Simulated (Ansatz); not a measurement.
# Ba on Rh(100): change of the work function, part 2 of 2

How does one ordered layer of Ba (hollow site) change the work function of Rh(100), and what dipole does each adsorbate carry?

Ansatz 0.2.0; plane-wave DFT, PBE, Ansatz PAW.

So far, work function, upper face (eV): step 2 (the clean slab) 5.08; step 3 (the covered slab) 1.94; step 5 (the slab at 0.25 ML, atoms frozen) 1.94; step 6 (the substrate of the 0.25 ML cell alone) 5.08.

**8. Where the charge went at 0.25 ML (continued)**

Planar mean, whole system less its parts. The electron density difference by z:

z (Å), electron density difference (e/Å³) and a bar from the least value:
```
      5.0     0.0000 #########
      5.5     0.0000 #########
      6.0     0.0000 #########
      6.5     0.0000 #########
      7.0     0.0000 #########
      7.5     0.0000 #########
      8.0     0.0000 #########
      8.5     0.0001 #########
      9.0    -0.0003 ########
      9.5    -0.0001 ########
     10.0     0.0002 #########
     10.5     0.0002 #########
     11.0    -0.0005 ########
     11.5     0.0003 #########
     12.0    -0.0006 ########
     12.5     0.0004 #########
     13.0     0.0007 #########
     13.5    -0.0014 #######
     14.0    -0.0021 ######
     14.5    -0.0043 ###
     15.0    -0.0071 
     15.5     0.0156 ############################
     16.0     0.0176 ##############################
     16.5     0.0005 #########
     17.0    -0.0067 
     17.5    -0.0055 ##
     18.0    -0.0014 #######
     18.5    -0.0025 ######
     19.0    -0.0029 #####
     19.5    -0.0018 ######
     20.0    -0.0008 ########
     20.5    -0.0003 ########
     21.0    -0.0001 #########
     21.5     0.0000 #########
     22.0     0.0000 #########
     22.5     0.0000 #########
     23.0     0.0000 #########
     23.5     0.0000 #########
     24.0     0.0000 #########
     24.5     0.0000 #########
```

Planar mean, whole system less its parts. The electrons moved below z by z:

z (Å), electrons moved below z (e/Å²) and a bar from the least value:
```
        5     0.0000 ##########
        6     0.0000 ##########
        7     0.0000 ##########
        8     0.0000 ##########
        9     0.0000 ##########
       10     0.0000 ##########
       11    -0.0001 ##########
       12    -0.0001 ##########
       13     0.0002 ###########
       14    -0.0012 #######
       15    -0.0045 
       16     0.0082 #############################
       17     0.0088 ##############################
       18     0.0044 ####################
       19     0.0020 ###############
       20     0.0003 ###########
       21     0.0000 ##########
       22     0.0000 ##########
       23     0.0000 ##########
       24     0.0000 ##########
       25     0.0000 ##########
```

**9. The same run with other settings**

This step: plane-wave DFT, PBE, Ansatz PAW (Ansatz 0.2.0).

System of this step: Ba/Rh(100). The cell holds 17 atoms: 16 Rh and 1 Ba. Cell: a = 5.374 Å, b = 5.374 Å, c = 26.931 Å, α = 90.0°, β = 90.0°, γ = 90.0°. Vacuum lies along c.

An input spoilt on purpose, to show how the run answers: it repeats the earlier run at 0.25 ML with scf.mixing to algorithm: anderson, beta: 0.001, ndim: 1, and scf.max_iter set to 50; its output block differs too.

Contents of input.yaml:

```yaml
crystal:
  lattice:
    - [5.374011537, 0.0, 0.0]
    - [0.0, 5.374011537, 0.0]
    - [0.0, 0.0, 26.9312339334]
  atoms:
    - { symbol: Rh, position: [0.25, 0.25, 0.3341844649] }
    - { symbol: Rh, position: [0.0, 0.0, 0.4047345186] }
    - { symbol: Rh, position: [0.25, 0.25, 0.4766657493] }
    - { symbol: Rh, position: [0.0, 0.0, 0.5458324453] }
    - { symbol: Rh, position: [0.25, 0.75, 0.3341844649] }
    - { symbol: Rh, position: [0.0, 0.5, 0.4047345186] }
    - { symbol: Rh, position: [0.25, 0.75, 0.4766657493] }
    - { symbol: Rh, position: [0.0, 0.5, 0.5458324453] }
    - { symbol: Rh, position: [0.75, 0.25, 0.3341844649] }
    - { symbol: Rh, position: [0.5, 0.0, 0.4047345186] }
    - { symbol: Rh, position: [0.75, 0.25, 0.4766657493] }
    - { symbol: Rh, position: [0.5, 0.0, 0.5458324453] }
    - { symbol: Rh, position: [0.75, 0.75, 0.3341844649] }
    - { symbol: Rh, position: [0.5, 0.5, 0.4047345186] }
    - { symbol: Rh, position: [0.75, 0.75, 0.4766657493] }
    - { symbol: Rh, position: [0.5, 0.5, 0.5458324453] }
    - { symbol: Ba, position: [0.25, 0.25, 0.6658155351] }
kpoints:
  mp_grid: { grid: [6, 6, 1] }
hamiltonian:
  xc: pbe
scf:
  occupations: { method: fermi_dirac, width: 0.1 }
  convergence: { dr2_threshold: 1.0e-08 }
  mixing: { algorithm: anderson, beta: 0.001, ndim: 1 }
  max_iter: 50
efield:
  axis: 3
  dipole_correction: true
  ramp_position: 0.97
  ramp_width: 0.06
relax:
  f_tol: 0.02
  max_steps: 60
  constraints: [{ sites: [0, 1, 4, 5, 8, 9, 12, 13] }]
output:
  bader: true
  dos: { projected: true, e_range: [-8, 4] }
  write_potential: true
  write_density: true
  volumetric_format: npy
```

Started as:

```console
ansatz run input.yaml --threads 4 --pin off --max-ram 6144MiB --backend cpu --events-out ev --progress --plain --runs-dir out
```

Run time: 10 min. Hardware: 4 threads of Arm Neoverse V1, shared host; peak memory 4.3 GiB.

The run was cut off at its time limit.

The fault put into the input: mixing far too weak.

**10. The same run with other settings**

System of this step: Rh(100). The cell holds 4 atoms: 4 Rh. Cell: a = 2.687 Å, b = 2.687 Å, c = 23.700 Å, α = 90.0°, β = 90.0°, γ = 90.0°. Vacuum lies along c.

An input spoilt on purpose, to show how the run answers: it repeats the earlier run at 0 ML with efield.ramp_width from 0.06 to 0.9, and scf.max_iter set to 75.

Contents of input.yaml:

```yaml
crystal:
  lattice:
    - [2.6870057685, 0.0, 0.0]
    - [0.0, 2.6870057685, 0.0]
    - [0.0, 0.0, 23.7]
  atoms:
    - { symbol: Rh, position: [0.5, 0.5, 0.3797468354] }
    - { symbol: Rh, position: [0.0, 0.0, 0.4599156118] }
    - { symbol: Rh, position: [0.5, 0.5, 0.5400843882] }
    - { symbol: Rh, position: [0.0, 0.0, 0.6202531646] }
kpoints:
  mp_grid: { grid: [11, 11, 1] }
hamiltonian:
  xc: pbe
scf:
  occupations: { method: fermi_dirac, width: 0.1 }
  convergence: { dr2_threshold: 1.0e-08 }
  max_iter: 75
efield:
  axis: 3
  dipole_correction: true
  ramp_position: 0.97
  ramp_width: 0.9
relax:
  f_tol: 0.02
  max_steps: 60
  constraints: [{ sites: [0, 1] }]
output:
  write_potential: true
  write_density: true
  volumetric_format: npy
```

The job ended after 0.15 s (4 threads; peak memory 0.26 GiB).

The program refused the input before any cycle.

The program's message: “Error: efield: ion 0 (Rh) at fractional coordinate 0.3797 along the field axis lies inside the sawtooth ramp with 2 of the planes that the density is read on at each end, [0.9575, 0.8825] — the ramp m …”

The fault put into the input: a ramp so wide that it reaches the atoms.

**11. Results**

```
work function of the clean face                                                           : 5.08 eV
work function at 0.25 ML                                                                  : 1.94 eV
dipole per adsorbate at 0.25 ML, positive end outwards                                    : 2.42 D
step of the potential from the moved charge at 0.25 ML, upper less lower side, atoms held : -3.15 eV
```

**Reading.** Ba lowers the work function of Rh(100) at the lowest coverage, by 3.14 eV: the adsorbate layer has its positive end outwards. One coverage alone was completed, so no trend follows. The slab has 4 layers, at the tabulated experimental lattice constant, one starting site was run, and quantum-size effects of a slab this thin can reach one or two tenths of an eV.

[Logs are printed without paths, hosts, clocks, repeated set-up lines and the standing remarks that a program may print on its own settings, such as how far it seeks lower states.]

[Hosts, paths, dates, database ids (printed as entryN), source tags and the programs' standing remarks are cut or masked in the printed files.]

[Maps of the electrostatic potential energy from Ansatz leave out the sawtooth potential of an applied field or a dipole correction, so their vacuum need not be flat; planar profiles and work functions include it.]
